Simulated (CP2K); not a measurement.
Two runs for the N K edge of methylammonium. Run A: CP2K XAS_TDP, all-electron GAPW, PBEh(45%), aug-cc-pVTZ, TDA, no relativity. Run B differs in one setting.

First lines with a strength over 0.0015. A:

| atom | energy (eV) | states | strength, one atom |
| --- | --- | --- | --- |
| N2 (bonded to C and 3 H) | 400.74 | 1 | 0.0060 |
|  | 401.57 | 1 | 0.0440 |
|  | 401.59 | 1 | 0.0439 |
|  | 402.26 | 1 | 0.0371 |
|  | 404.09 | 1 | 0.0128 |

B:

| atom | energy (eV) | states | strength, one atom |
| --- | --- | --- | --- |
| N2 (bonded to C and 3 H) | 405.58 | 1 | 0.0060 |
|  | 406.41 | 1 | 0.0434 |
|  | 406.43 | 1 | 0.0434 |
|  | 407.10 | 1 | 0.0367 |
|  | 408.93 | 1 | 0.0126 |

Which was it: the functional, scalar relativity switched on, the basis, GW2X switched on?

GW2X switched on. GW2X shifts an atom's lines together and keeps their spacings. Against PBEh(45%) in aug-cc-pVTZ, the leading line moves by +4.84 eV, to 406.41 eV.

[Hosts, paths, dates, database ids (printed as entryN), source tags and the programs' standing remarks are cut or masked in the printed files.]
